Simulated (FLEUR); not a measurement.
# FePt (c factor at fixed volume 1.03 on the database's cell): from one collinear state to anisotropy, part 2 of 2

Wanted: anisotropy for FePt (c factor at fixed volume 1.03 on the database's cell), with the cost of each step.

FLEUR MaX-R8.1; PBE; all-electron FLAPW, Dirac cores, scalar-relativistic bands.

So far. Step 2 (Reference state): After 23 cycles the largest moment stands at 2.98 μB.

### 5. Spin–orbit coupling, moments along [001]

Level of this step: PBE; all-electron FLAPW, Dirac cores, scalar-relativistic bands with spin-orbit coupling (FLEUR).

Spin–orbit coupling ties the spins to the lattice and lets orbital moments form.

A new self-consistent run of the start ferro +, with the moments along z. The k list default-1 (kpts.xml, not shown) is a Γ-centred 21×21×15 mesh.

Contents of inp.xml:

```
<?xml version="1.0" encoding="UTF-8" standalone="no"?>
<fleurInput fleurInputVersion="0.39">
   <comment>
      FePt
   </comment>
   <calculationSetup>
      <cutoffs Kmax="3.6" Gmax="10.8" GmaxXC="10.8" numbands="72"/>
      <scfLoop itmax="110" minDistance="0.00002" maxIterBroyd="15" imix="Anderson" alpha="0.05" precondParam="0.0" spinf="2.0" sdNocoIR="T"/>
      <coreElectrons ctail="T" frcor="F" kcrel="0" coretail_lmax="0"/>
      <xcFunctional name="pbe" relativisticCorrections="F"/>
      <magnetism jspins="2"/>
      <soc l_soc="T" theta="0.0" phi="0.0" spav="F"/>
      <expertModes spex="0" secvar="F"/>
      <geometryOptimization l_f="F" forcealpha="1.0" forcemix="BFGS" epsdisp="0.00001" epsforce="0.00001"/>
      <ldaU l_linMix="F" mixParam="0.05" spinf="1.0"/>
   </calculationSetup>
   <cell>
      <bzIntegration valenceElectrons="32.0" mode="hist" fermiSmearingEnergy="0.00183747">
         <kPointListSelection listName="default-1"/>
         <xi:include xmlns:xi="http://www.w3.org/2001/XInclude" href="kpts.xml"> </xi:include>
      </bzIntegration>
      <xi:include xmlns:xi="http://www.w3.org/2001/XInclude" href="sym.xml"> </xi:include>
      <bulkLattice scale="1.0">
         <bravaisMatrix>
            <row-1>    5.0711637513341579     0.0000000000000000     0.0000000000000000</row-1>
            <row-2>    0.0000000000000000     5.0711637513341579     0.0000000000000000</row-2>
            <row-3>    0.0000000000000000     0.0000000000000000     7.2406746190173594</row-3>
         </bravaisMatrix>
      </bulkLattice>
   </cell>
   <atomSpecies>
      <species name="Iron (Fe) 2.800" element="Fe" atomicNumber="26">
         <mtSphere radius="2.47" gridPoints="817" logIncrement="0.015"/>
         <atomicCutoffs lmax="10" lnonsphr="8"/>
         <electronConfig flipSpins="F">
            <coreConfig>(1s1/2) (2s1/2) (2p1/2) (2p3/2)</coreConfig>
            <valenceConfig>(3s1/2) (3p1/2) (3p3/2) (4s1/2) (3d3/2) (3d5/2)</valenceConfig>
            <stateOccupation state="(3d3/2)" spinUp="1.4" spinDown="1.0"/>
            <stateOccupation state="(3d5/2)" spinUp="3.0" spinDown="0.6"/>
         </electronConfig>
         <energyParameters s="4" p="4" d="3" f="4"/>
         <lo type="SCLO" l="0" n="3" eDeriv="0"/>
         <lo type="SCLO" l="1" n="3" eDeriv="0"/>
      </species>
      <species name="Platinum (Pt)" element="Pt" atomicNumber="78">
         <mtSphere radius="2.47" gridPoints="817" logIncrement="0.016"/>
         <atomicCutoffs lmax="10" lnonsphr="8"/>
         <electronConfig flipSpins="F">
            <coreConfig>(1s1/2) (2s1/2) (2p1/2) (2p3/2) (3s1/2) (3p1/2) (3p3/2) (4s1/2) (3d3/2) (3d5/2) (4p1/2) (4p3/2) (5s1/2) (4d3/2) (4d5/2) (4f5/2) (4f7/2)</coreConfig>
            <valenceConfig>(5p1/2) (5p3/2) (6s1/2) (5d3/2) (5d5/2)</valenceConfig>
            <stateOccupation state="(6s1/2)" spinUp="0.500000" spinDown="0.500000"/>
            <stateOccupation state="(5d3/2)" spinUp="1.800000" spinDown="1.800000"/>
            <stateOccupation state="(5d5/2)" spinUp="2.700000" spinDown="2.700000"/>
         </electronConfig>
         <energyParameters s="6" p="6" d="5" f="5"/>
         <lo type="SCLO" l="1" n="5" eDeriv="0"/>
      </species>
   </atomSpecies>
   <atomGroups>
      <atomGroup species="Iron (Fe) 2.800">
         <relPos label="                   1">.0000000000 .0000000000 .0000000000</relPos>
         <force calculate="T" relaxXYZ="TTT"/>
      </atomGroup>
      <atomGroup species="Platinum (Pt)">
         <relPos label="                   2">1.000/2.000 1.000/2.000 1.000/2.000</relPos>
         <force calculate="T" relaxXYZ="TTT"/>
      </atomGroup>
   </atomGroups>
   <output dos="F" band="F" slice="F">
      <bandDOS minEnergy="-.5*Htr" maxEnergy="0.5*Htr" sigma="0.015" storeEVData="T"/>
      <plotting iplot="0" polar="F">
         <plot TwoD="T" vec1="  1.0  0.0  0.0" vec2="  0.0  1.0  0.0" vec3="  0.0  0.0  1.0" zero="  0.0  0.0  0.0" file="plot"/>
      </plotting>
      <moessbauerParams electricFieldGradient="F" isomerShift="F" coreHyperfine="F" valenceHyperfine="F"/>
   </output>
</fleurInput>
```

Contents of crystal.txt:

```
FePt
&input film=F cartesian=F /
2.68354429000  0.00000000000  0.00000000000
0.00000000000  2.68354429000  0.00000000000
0.00000000000  0.00000000000  3.83160000000
1.8897261246
1.0 1.0 1.0

2
26 0.00000000000  0.00000000000  0.00000000000 : 2.800
78 0.50000000000  0.50000000000  0.50000000000

&soc 0.0000000 0.0000000 /
&kpt div1=21 div2=21 div3=15 gamma=T /
```

On the command line:

```
> OMP_NUM_THREADS=1 inpgen -f crystal.txt > inpgen.log  # inp.xml is then edited as shown
> OMP_NUM_THREADS=1 mpirun -n 4 fleur_MPI > fleur.log
```

The program printed:

```text
[banner, memory and clock lines left out]
Welcome to FLEUR        (www.flapw.de)
      MaX-Release 8.1          (www.max-centre.eu)

 ========== k-point set info ==========
 Selected k-point list: default-1
 k-point list type: mesh
 21 x 21 x 15
 Number of k points: 888

 [... set-up left out ...]
 Iteration:     1   Distance:      42.37822003 me/bohr^3
 Iteration:     2   Distance:      15.80194172 me/bohr^3
 Iteration:     3   Distance:      13.19118441 me/bohr^3
 Iteration:     4   Distance:       8.62991918 me/bohr^3
 Iteration:     5   Distance:       8.29075425 me/bohr^3
 Iteration:     6   Distance:       8.64480080 me/bohr^3
 Iteration:     7   Distance:       3.70100161 me/bohr^3
 Iteration:     8   Distance:       2.51487001 me/bohr^3
 Iteration:     9   Distance:       1.02716346 me/bohr^3
 Iteration:    10   Distance:       0.80357278 me/bohr^3
 Iteration:    11   Distance:       0.14263474 me/bohr^3
 Iteration:    12   Distance:       0.07951482 me/bohr^3
 Iteration:    13   Distance:       0.03115839 me/bohr^3
 Iteration:    14   Distance:       0.03655199 me/bohr^3
[... lines left out ...]
 Iteration:    19   Distance:       0.00175712 me/bohr^3
 Iteration:    20   Distance:       0.00181291 me/bohr^3
 Iteration:    21   Distance:       0.00046801 me/bohr^3
 Iteration:    22   Distance:       0.00013665 me/bohr^3
 Iteration:    23   Distance:       0.00013755 me/bohr^3
 Iteration:    24   Distance:       0.00002934 me/bohr^3
 Iteration:    25   Distance:       0.00000343 me/bohr^3

 ********************************************************************
 Run finished successfully
 Stop message:
   all done
 ********************************************************************

--- out.xml (last complete iteration) ---
<iteration numberForCurrentRun="   25" overallNumber="   25">
         [... left out ...]
         <bandgap value="0.0000000000" units="eV"/>
         <sumValenceSingleParticleEnergies value="-18.3666430950" units="Htr"/>
         <FermiEnergy value="0.4270426002" units="Htr"/>
         [... left out ...]
         <magneticMomentsInMTSpheres units="muBohr">
            <globalMagMoment atomType="1" vec="0.00000   0.00000   2.92743"/>
            <globalMagMoment atomType="2" vec="0.00000   0.00000   0.33640"/>
         </magneticMomentsInMTSpheres>
         <orbitalMomentsInMTSpheres units="muBohr">
            <globalMagMoment atomType="1" vec="0.00000   0.00000   0.06484"/>
            <globalMagMoment atomType="2" vec="0.00000   0.00000   0.03954"/>
         </orbitalMomentsInMTSpheres>
         [... left out ...]
         <totalEnergy value="   -19719.5940885215" units="Htr">
            <sumOfEigenvalues value="   -12061.8492361616">
               <coreElectrons value="-12043.4825930666"/>
               <valenceElectrons value="-18.3666430950"/>
            </sumOfEigenvalues>
         [... left out ...]
            <freeEnergy value="-19719.5944764904"/>
            <extrapolationTo0K value="-19719.5942825060"/>
         </totalEnergy>
         <densityConvergence units="me/bohr^3">
            <chargeDensity spin="1" distance="0.0000020672"/>
            <chargeDensity spin="2" distance="0.0000026772"/>
            <overallChargeDensity distance="0.0000033365"/>
            <spinDensity distance="0.0000034277"/>
         </densityConvergence>
      </iteration>
```

It took 8.4 min on 4 MPI ranks of Arm Neoverse V2, shared host; peak memory 0.94 GiB; 33 min of CPU time.

Read from the output:

| Quantity | Value |
| --- | --- |
| free energy | -536597.5019 eV |
| program's band gap on this mesh (in a metal only a level spacing) | 0 eV |
| magnetization | 3.192 μB |
| final state | ferromagnetic |
| largest moment | 2.927 μB |
| orbital moment along the spin | 0.06484 μB |

Orbital moment in the sphere, along the spin axis by atom:

| atom | orbital moment in the sphere, along the spin axis (μB) |
| --- | --- |
| Fe1 | 0.0648 |
| Pt2 | 0.0395 |

### 6. What came out

```json
{"reference state": "ferromagnetic", "largest sphere moment": "2.98 μB", "easy direction of those tried": "[001]", "energy along [100] less [001], force theorem": "2.90 meV a primitive cell", "orbital moment on the atom of largest spin, along its spin (spin–orbit run)": "0.0648 μB"}
```

By the force theorem the moments prefer [001]; shape anisotropy is not in it. The difference for the second direction goes from 2.9 meV (mesh 14×14×10, 72 states, 5.4 min of CPU time) to 2.9 meV (mesh 21×21×15, 72 states, 18 min). The orbital moment is parallel to the spin. The state was typed, and no other order was converged beside it, so it need not be the ground state.

[Logs and program files are shortened in this print: banners, set-up blocks, solver, clock and traceback lines can be left out without a mark of their own.]

[Logs are printed without paths, hosts, clocks, repeated set-up lines and the standing remarks that a program may print on its own settings, such as how far it seeks lower states.]

[Hosts, paths, dates, database ids (printed as entryN), source tags and the programs' standing remarks are cut or masked in the printed files.]

[Where a cell is said to come from a database of computed structures, the database is the Materials Project.]
